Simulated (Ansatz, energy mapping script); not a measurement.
# VSe2 monolayer: energy mapping under r²SCAN+U (2.08 eV)

Wanted: the magnetic order of VSe2 monolayer, its couplings and an estimate of its ordering temperature, by r²SCAN+U (2.08 eV).

Main program and level: Ansatz 0.2.0; r²SCAN with U = 2.08 eV on V d, ortho-atomic projectors; plane waves, U on orthogonalised atomic orbitals unless named otherwise, collinear spin, no spin–orbit coupling.

Most raw output is cut from this account.

**1. Set-up**

The cell holds 3 atoms: 1 V and 2 Se. Its edges and angles: a = 3.355 Å, b = 3.355 Å, c = 18.067 Å, α = 90.0°, β = 90.0°, γ = 120.0°. It derives from VSe2. one layer cut from the bulk crystal, unrelaxed, 15 A of vacuum. Vacuum lies along c.

The U corrects the self-interaction that lets semilocal functionals spread d and f electrons too far. Its value here is typed, not computed.

**2. A first run with parallel moments**

One run in the crystal's own cell, under PBEsol with U = 3.52 eV on V d, ortho-atomic projectors, shows which elements keep a moment. Transition or f elements with 0.3 μB or more enter the spin model; moments induced on other atoms do not.

Contents of input.yaml:

```yaml
crystal:
  lattice:
    - [3.354999867, 0.0, 0.0]
    - [-1.677499934, 2.905515115, 0.0]
    - [0.0, 0.0, 18.067]
  atoms:
    - { symbol: V, position: [0.0, 0.0, 0.5], spin: 2.0 }
    - { symbol: Se, position: [0.666666667, 0.333333333, 0.584879] }
    - { symbol: Se, position: [0.333333333, 0.666666667, 0.415121] }
magnetization:
  spin_polarized: true
kpoints:
  mp_grid: { grid: [9, 9, 1] }
hamiltonian:
  xc: pbesol
  hubbard:
    sites: [{ species: V, l: d, u_eff: 3.52 }]
    projectors: ortho-atomic
scf:
  occupations: { method: fermi_dirac, width: 0.05 }
output:
  eigenvalues: true
```

On the command line:

```console
$ ansatz run input.yaml --threads 4 --pin off --max-ram 8192MiB --backend cpu --events-out ev --progress --plain --runs-dir out
```

The job ended after 49 s (4 threads of Arm Neoverse V2, shared host; peak memory 0.95 GiB).

Spin moment in the sphere by atom:

```csv
atom,spin moment in the sphere (μB)
V1,1.51
Se2,-0.18
Se3,-0.18
```

The run ends ferromagnetic; V carries the moments.

**3. One set of occupation matrices for all orders**

A corrected shell can settle in several orbital fillings. One parallel run, with an occupation width a fifth wider than the orders use, therefore is to supply the occupation matrices. All orders start from them.

input.yaml, the sections that differ from step 2:

```yaml
kpoints:
  mp_grid: { grid: [12, 12, 1] }
hamiltonian:
  xc: r2scan
  hubbard:
    sites: [{ species: V, l: d, u_eff: 2.08 }]
    projectors: ortho-atomic
scf:
  occupations: { method: fermi_dirac, width: 0.048 }
# crystal, magnetization, output: as in step 2
```

The job ended after 4.3 min (4 threads; peak memory 2.5 GiB; 17 min of CPU time).

Read from the output:

| Quantity | Value |
| --- | --- |
| final state | ferromagnetic |
| electrons in the corrected shells | 3.716 e |
| largest moment | 1.485 μB |

**4. Run 1 (parallel; cell A, 6 atoms)**

Each cell gets its own parallel run on the same mesh, so that most of the mesh error cancels in the differences.

Contents of input.yaml:

```yaml
crystal:
  lattice:
    - [3.354999867, 0.0, 0.0]
    - [-3.354999868, 5.81103023, 0.0]
    - [0.0, 0.0, 18.067]
  atoms:
    - { symbol: V, position: [0.0, 0.0, 0.5], spin: 2.0 }
    - { symbol: V, position: [0.0, 0.5, 0.5], spin: 2.0 }
    - { symbol: Se, position: [0.666666667, 0.166666666, 0.584879] }
    - { symbol: Se, position: [0.666666667, 0.666666667, 0.584879] }
    - { symbol: Se, position: [0.333333333, 0.333333334, 0.415121] }
    - { symbol: Se, position: [0.333333333, 0.833333333, 0.415121] }
magnetization:
  spin_polarized: true
kpoints:
  mp_grid: { grid: [12, 6, 1] }
hamiltonian:
  xc: r2scan
  hubbard:
    sites:
      - { species: V, l: d, u_eff: 2.08 }
      - { site: 0, l: d, u_eff: 2.08, starting_ns: [{ spin: up, occupation_matrix: v1_major }, { spin: down, occupation_matrix: v1_minor }] }
      - { site: 1, l: d, u_eff: 2.08, starting_ns: [{ spin: up, occupation_matrix: v1_major }, { spin: down, occupation_matrix: v1_minor }] }
    projectors: ortho-atomic
    occupation_matrices:
      v1_major:
        matrix:
          - [0.244, 0.003, 0.002, 0.021, 0.037]
          - [0.003, 0.648, 0.013, 0.039, 0.186]
          - [0.002, 0.013, 0.633, 0.141, 0.039]
          - [0.021, 0.039, 0.141, 0.519, 0.152]
          - [0.037, 0.186, 0.039, 0.152, 0.695]
      v1_minor:
        matrix:
          - [0.102, -0.001, 0.0, -0.001, -0.001]
          - [-0.001, 0.27, 0.002, -0.002, -0.115]
          - [0.0, 0.002, 0.268, -0.112, -0.002]
          - [-0.001, -0.002, -0.112, 0.172, -0.006]
          - [-0.001, -0.115, -0.002, -0.006, 0.165]
scf:
  occupations: { method: fermi_dirac, width: 0.04 }
output:
  eigenvalues: true
  write_density: true
  write_potential: true
  elf: true
  volumetric_format: npy
```

The job ended after 1.7 min (4 threads; peak memory 3.2 GiB).

Spin moment in the sphere by atom:

```
atom  spin moment in the sphere (μB)
  V1                            1.48
  V2                            1.48
 Se3                           -0.17
 Se4                           -0.17
 Se5                           -0.17
 Se6                           -0.17
```

The run ends ferromagnetic.

Spin density in the cb plane at fractional x = 0.000, with atoms of V within 0.2 Å of it.

Values in units of 1e-1 e/Å³, 9 rows by 16 columns, each cell a mean:
```
 0.0  0.0  0.0  0.0  0.0  0.0  0.0  2.9  4.6  0.1  0.0  0.0  0.0  0.0  0.0  0.0
 0.0  0.0  0.0  0.0  0.0  0.0 -0.2  0.2  0.4 -0.2  0.0  0.0  0.0  0.0  0.0  0.0
 0.0  0.0  0.0  0.0  0.0  0.0 -0.3  0.1  0.2 -0.3  0.0  0.0  0.0  0.0  0.0  0.0
 0.0  0.0  0.0  0.0  0.0  0.0  0.0  2.1  3.2  0.0  0.0  0.0  0.0  0.0  0.0  0.0
 0.0  0.0  0.0  0.0  0.0  0.0  0.1  4.2  7.1  0.1  0.0  0.0  0.0  0.0  0.0  0.0
 0.0  0.0  0.0  0.0  0.0  0.0 -0.1  1.2  1.8  0.0  0.0  0.0  0.0  0.0  0.0  0.0
 0.0  0.0  0.0  0.0  0.0  0.0 -0.3  0.0  0.0 -0.3 -0.1  0.0  0.0  0.0  0.0  0.0
 0.0  0.0  0.0  0.0  0.0  0.0 -0.1  0.6  0.9 -0.1  0.0  0.0  0.0  0.0  0.0  0.0
 0.0  0.0  0.0  0.0  0.0  0.0  0.1  3.8  6.2  0.1  0.0  0.0  0.0  0.0  0.0  0.0
```
Columns run along c (18.1 Å), rows up along b (6.7 Å). Atoms in or near the plane, at fractional coordinates: V at (0.50, 0.00), V at (0.50, 0.50).

ELF in the cb plane at fractional x = 0.000, with atoms of V within 0.2 Å of it. It is the smooth field of the valence electrons, not physical close to the nuclei.

Ten even steps from '0' (0.00) to '9' (0.75), each cell a mean:
```
00000000000000000121499712210000000000000000
00000000000000013565356446642100000000000000
00000000000000258998621479987410000000000000
00000000000001489999742689999620000000000000
00000000000001379999732589998520000000000000
00000000000000136787422368875200000000000000
00000000000000001343389624421000000000000000
00000000000000000110499811100000000000000000
00000000000000000121499712210000000000000000
00000000000000013565356446642100000000000000
00000000000000258998621479987410000000000000
00000000000001489999742689999620000000000000
00000000000001379999732589998520000000000000
00000000000000136787422368875200000000000000
00000000000000001343389624421000000000000000
00000000000000000110499811100000000000000000
```
Columns run along c (18.1 Å), rows up along b (6.7 Å). Atoms in or near the plane, at fractional coordinates: V at (0.50, 0.00), V at (0.50, 0.50).

**5. Compensated +− start in cell A (6 atoms)**

This order reverses 4 of the 6 neighbours at 3.35 Å and 4 of the 6 neighbours at 5.81 Å, counted for an average magnetic atom.

input.yaml, as its differences from that of step 4:

```diff
@@ -7,3 +7,3 @@
     - { symbol: V, position: [0.0, 0.0, 0.5], spin: 2.0 }
-    - { symbol: V, position: [0.0, 0.5, 0.5], spin: 2.0 }
+    - { symbol: V, position: [0.0, 0.5, 0.5], spin: -2.0 }
     - { symbol: Se, position: [0.666666667, 0.166666666, 0.584879] }
@@ -22,3 +22,3 @@
       - { site: 0, l: d, u_eff: 2.08, starting_ns: [{ spin: up, occupation_matrix: v1_major }, { spin: down, occupation_matrix: v1_minor }] }
-      - { site: 1, l: d, u_eff: 2.08, starting_ns: [{ spin: up, occupation_matrix: v1_major }, { spin: down, occupation_matrix: v1_minor }] }
+      - { site: 1, l: d, u_eff: 2.08, starting_ns: [{ spin: up, occupation_matrix: v1_minor }, { spin: down, occupation_matrix: v1_major }] }
     projectors: ortho-atomic
```

Run time: 82 s. Hardware: 4 threads; peak memory 3.2 GiB; 5.4 min of CPU time.

Spin moment in the sphere by atom:

```
atom  spin moment in the sphere (μB)
  V1                            1.47
  V2                           -1.47
 Se3                           -0.04
 Se4                            0.04
 Se5                            0.04
 Se6                           -0.04
```

The run ends antiferromagnetic, 6.59 meV a magnetic atom below the parallel order of its cell (energies taken at zero occupation width, not the printed F).

Spin density in the cb plane at fractional x = 0.000, with atoms of V within 0.2 Å of it.

Ten even steps from '0' (-1.6 e/Å³) to '9' (1.6 e/Å³), each cell a mean:
```
44444444444444444555578655444455555555555555
54444554544444444455556555445555555545555454
54554445454444444445555555555555555554544545
45555454544444444444555555555555555555455454
44545545444444444444444445555555555554455545
55454454444444444554444444555555555545544545
55555555544444445554432444455555554444444444
55555555554545555544410344455555444444444444
55555555555555555444421344555544444444444444
45555445455555555544443444554444444454444545
45445554545555555554444444444444444445455454
54444545455555555555444444444444444444544545
55454454555555555555555554444444444445544454
44545545555555555445555555444444444454455454
44444444455555554445567555544444445555555555
44444444445454444455589655544444555555555555
```
Columns run along c (18.1 Å), rows up along b (6.7 Å). Atoms in or near the plane, at fractional coordinates: V at (0.50, 0.00), V at (0.50, 0.50).

ELF in the cb plane at fractional x = 0.000, with atoms of V within 0.2 Å of it. It is the smooth field of the valence electrons, not physical close to the nuclei.

Ten even steps from '0' (0.00) to '9' (0.74), each cell a mean:
```
00000000000000000121399712210000000000000000
00000000000000013565255336642100000000000000
00000000000000258998621379987410000000000000
00000000000001489999843689999620000000000000
00000000000001479999732589998520000000000000
00000000000000136787422368875200000000000000
00000000000000001343378524421000000000000000
00000000000000000110499811100000000000000000
00000000000000000121399712210000000000000000
00000000000000013565255336642100000000000000
00000000000000258998621379987410000000000000
00000000000001489999843689999620000000000000
00000000000001479999732589998520000000000000
00000000000000136787422368875200000000000000
00000000000000001343378524421000000000000000
00000000000000000110499811100000000000000000
```
Columns run along c (18.1 Å), rows up along b (6.7 Å). Atoms in or near the plane, at fractional coordinates: V at (0.50, 0.00), V at (0.50, 0.50).

**6. Parallel start in cell B (9 atoms)**

The parallel order again, as the reference for this cell.

Contents of input.yaml:

```yaml
crystal:
  lattice:
    - [3.354999867, 0.0, 0.0]
    - [-5.032499802, 8.716545345, 0.0]
    - [0.0, 0.0, 18.067]
  atoms:
    - { symbol: V, position: [0.0, 0.0, 0.5], spin: 2.0 }
    - { symbol: V, position: [0.0, 0.333333333, 0.5], spin: 2.0 }
    - { symbol: V, position: [0.0, 0.666666667, 0.5], spin: 2.0 }
    - { symbol: Se, position: [0.666666667, 0.111111111, 0.584879] }
    - { symbol: Se, position: [0.666666667, 0.444444444, 0.584879] }
    - { symbol: Se, position: [0.666666667, 0.777777778, 0.584879] }
    - { symbol: Se, position: [0.333333333, 0.222222222, 0.415121] }
    - { symbol: Se, position: [0.333333333, 0.555555556, 0.415121] }
    - { symbol: Se, position: [0.333333333, 0.888888889, 0.415121] }
magnetization:
  spin_polarized: true
kpoints:
  mp_grid: { grid: [12, 4, 1] }
hamiltonian:
  xc: r2scan
  hubbard:
    sites:
      - { species: V, l: d, u_eff: 2.08 }
      - { site: 0, l: d, u_eff: 2.08, starting_ns: [{ spin: up, occupation_matrix: v1_major }, { spin: down, occupation_matrix: v1_minor }] }
      - { site: 1, l: d, u_eff: 2.08, starting_ns: [{ spin: up, occupation_matrix: v1_major }, { spin: down, occupation_matrix: v1_minor }] }
      - { site: 2, l: d, u_eff: 2.08, starting_ns: [{ spin: up, occupation_matrix: v1_major }, { spin: down, occupation_matrix: v1_minor }] }
    projectors: ortho-atomic
    occupation_matrices:
      v1_major:
        matrix:
          - [0.244, 0.003, 0.002, 0.021, 0.037]
          - [0.003, 0.648, 0.013, 0.039, 0.186]
          - [0.002, 0.013, 0.633, 0.141, 0.039]
          - [0.021, 0.039, 0.141, 0.519, 0.152]
          - [0.037, 0.186, 0.039, 0.152, 0.695]
      v1_minor:
        matrix:
          - [0.102, -0.001, 0.0, -0.001, -0.001]
          - [-0.001, 0.27, 0.002, -0.002, -0.115]
          - [0.0, 0.002, 0.268, -0.112, -0.002]
          - [-0.001, -0.002, -0.112, 0.172, -0.006]
          - [-0.001, -0.115, -0.002, -0.006, 0.165]
scf:
  occupations: { method: fermi_dirac, width: 0.04 }
output:
  eigenvalues: true
```

The job ended after 2.2 min (4 threads; peak memory 4.2 GiB).

The run ends ferromagnetic. For each magnetic atom its energy differs from the parallel run of the first cell by 0.00 meV, an error that one common reference would have brought in.

**7. Order 4: uncompensated ++−, cell B of 9 atoms**

This order reverses 2.67 of the 6 neighbours at 3.35 Å and 4 of the 6 neighbours at 5.81 Å, counted for an average magnetic atom.

input.yaml, as its differences from that of step 6:

```diff
@@ -8,3 +8,3 @@
     - { symbol: V, position: [0.0, 0.333333333, 0.5], spin: 2.0 }
-    - { symbol: V, position: [0.0, 0.666666667, 0.5], spin: 2.0 }
+    - { symbol: V, position: [0.0, 0.666666667, 0.5], spin: -2.0 }
     - { symbol: Se, position: [0.666666667, 0.111111111, 0.584879] }
@@ -26,3 +26,3 @@
       - { site: 1, l: d, u_eff: 2.08, starting_ns: [{ spin: up, occupation_matrix: v1_major }, { spin: down, occupation_matrix: v1_minor }] }
-      - { site: 2, l: d, u_eff: 2.08, starting_ns: [{ spin: up, occupation_matrix: v1_major }, { spin: down, occupation_matrix: v1_minor }] }
+      - { site: 2, l: d, u_eff: 2.08, starting_ns: [{ spin: up, occupation_matrix: v1_minor }, { spin: down, occupation_matrix: v1_major }] }
     projectors: ortho-atomic
```

Run time: 3.8 min. Hardware: 4 threads; peak memory 4.3 GiB.

The run ends ferrimagnetic, 26.11 meV a magnetic atom above the parallel order of its cell (energies taken at zero occupation width, not the printed F).

**8. Parallel start in cell C (9 atoms)**

This run holds the same structure in another cell (a 3.355 → 5.811 Å, γ 120.0 → 30.0°).

Contents of input.yaml:

```yaml
crystal:
  lattice:
    - [-1.0e-09, 5.81103023, 0.0]
    - [-5.032499802, 8.716545345, 0.0]
    - [0.0, 0.0, 18.067]
  atoms:
    - { symbol: V, position: [0.0, 0.0, 0.5], spin: 2.0 }
    - { symbol: V, position: [0.0, 0.333333333, 0.5], spin: 2.0 }
    - { symbol: V, position: [0.0, 0.666666667, 0.5], spin: 2.0 }
    - { symbol: Se, position: [0.666666667, 0.666666666, 0.584879] }
    - { symbol: Se, position: [0.666666667, 0.0, 0.584879] }
    - { symbol: Se, position: [0.666666667, 0.333333333, 0.584879] }
    - { symbol: Se, position: [0.333333333, 0.0, 0.415121] }
    - { symbol: Se, position: [0.333333333, 0.333333334, 0.415121] }
    - { symbol: Se, position: [0.333333333, 0.666666667, 0.415121] }
magnetization:
  spin_polarized: true
kpoints:
  mp_grid: { grid: [12, 12, 1] }
hamiltonian:
  xc: r2scan
  hubbard:
    sites:
      - { species: V, l: d, u_eff: 2.08 }
      - { site: 0, l: d, u_eff: 2.08, starting_ns: [{ spin: up, occupation_matrix: v1_major }, { spin: down, occupation_matrix: v1_minor }] }
      - { site: 1, l: d, u_eff: 2.08, starting_ns: [{ spin: up, occupation_matrix: v1_major }, { spin: down, occupation_matrix: v1_minor }] }
      - { site: 2, l: d, u_eff: 2.08, starting_ns: [{ spin: up, occupation_matrix: v1_major }, { spin: down, occupation_matrix: v1_minor }] }
    projectors: ortho-atomic
    occupation_matrices:
      v1_major:
        matrix:
          - [0.244, 0.003, 0.002, 0.021, 0.037]
          - [0.003, 0.648, 0.013, 0.039, 0.186]
          - [0.002, 0.013, 0.633, 0.141, 0.039]
          - [0.021, 0.039, 0.141, 0.519, 0.152]
          - [0.037, 0.186, 0.039, 0.152, 0.695]
      v1_minor:
        matrix:
          - [0.102, -0.001, 0.0, -0.001, -0.001]
          - [-0.001, 0.27, 0.002, -0.002, -0.115]
          - [0.0, 0.002, 0.268, -0.112, -0.002]
          - [-0.001, -0.002, -0.112, 0.172, -0.006]
          - [-0.001, -0.115, -0.002, -0.006, 0.165]
scf:
  occupations: { method: fermi_dirac, width: 0.04 }
output:
  eigenvalues: true
```

The job ended after 6.1 min (4 threads; peak memory 7.3 GiB; 24 min of CPU time).

The run ends ferromagnetic. For each magnetic atom its energy differs from the parallel run of the first cell by -2.80 meV, an error that one common reference would have brought in.

**9. Uncompensated ++− start in cell C (9 atoms)**

Reversing part of the moments probes the couplings between the two sets.

input.yaml, as its differences from that of step 8:

```diff
@@ -8,3 +8,3 @@
     - { symbol: V, position: [0.0, 0.333333333, 0.5], spin: 2.0 }
-    - { symbol: V, position: [0.0, 0.666666667, 0.5], spin: 2.0 }
+    - { symbol: V, position: [0.0, 0.666666667, 0.5], spin: -2.0 }
     - { symbol: Se, position: [0.666666667, 0.666666666, 0.584879] }
@@ -26,3 +26,3 @@
       - { site: 1, l: d, u_eff: 2.08, starting_ns: [{ spin: up, occupation_matrix: v1_major }, { spin: down, occupation_matrix: v1_minor }] }
-      - { site: 2, l: d, u_eff: 2.08, starting_ns: [{ spin: up, occupation_matrix: v1_major }, { spin: down, occupation_matrix: v1_minor }] }
+      - { site: 2, l: d, u_eff: 2.08, starting_ns: [{ spin: up, occupation_matrix: v1_minor }, { spin: down, occupation_matrix: v1_major }] }
     projectors: ortho-atomic
```

Wall time 12 min (4 threads); peak memory 7.3 GiB.

The run was stopped unfinished when the time set aside for it ran out, so what it printed is not taken as a result.

(Continued in part 2 of 2.)

[Logs and program files are shortened in this print: banners, set-up blocks, solver, clock and traceback lines can be left out without a mark of their own.]

[Logs are printed without paths, hosts, clocks, repeated set-up lines and the standing remarks that a program may print on its own settings, such as how far it seeks lower states.]

[Hosts, paths, dates, database ids (printed as entryN), source tags and the programs' standing remarks are cut or masked in the printed files.]

[Where a cell is said to come from a database of computed structures, the database is the Materials Project.]
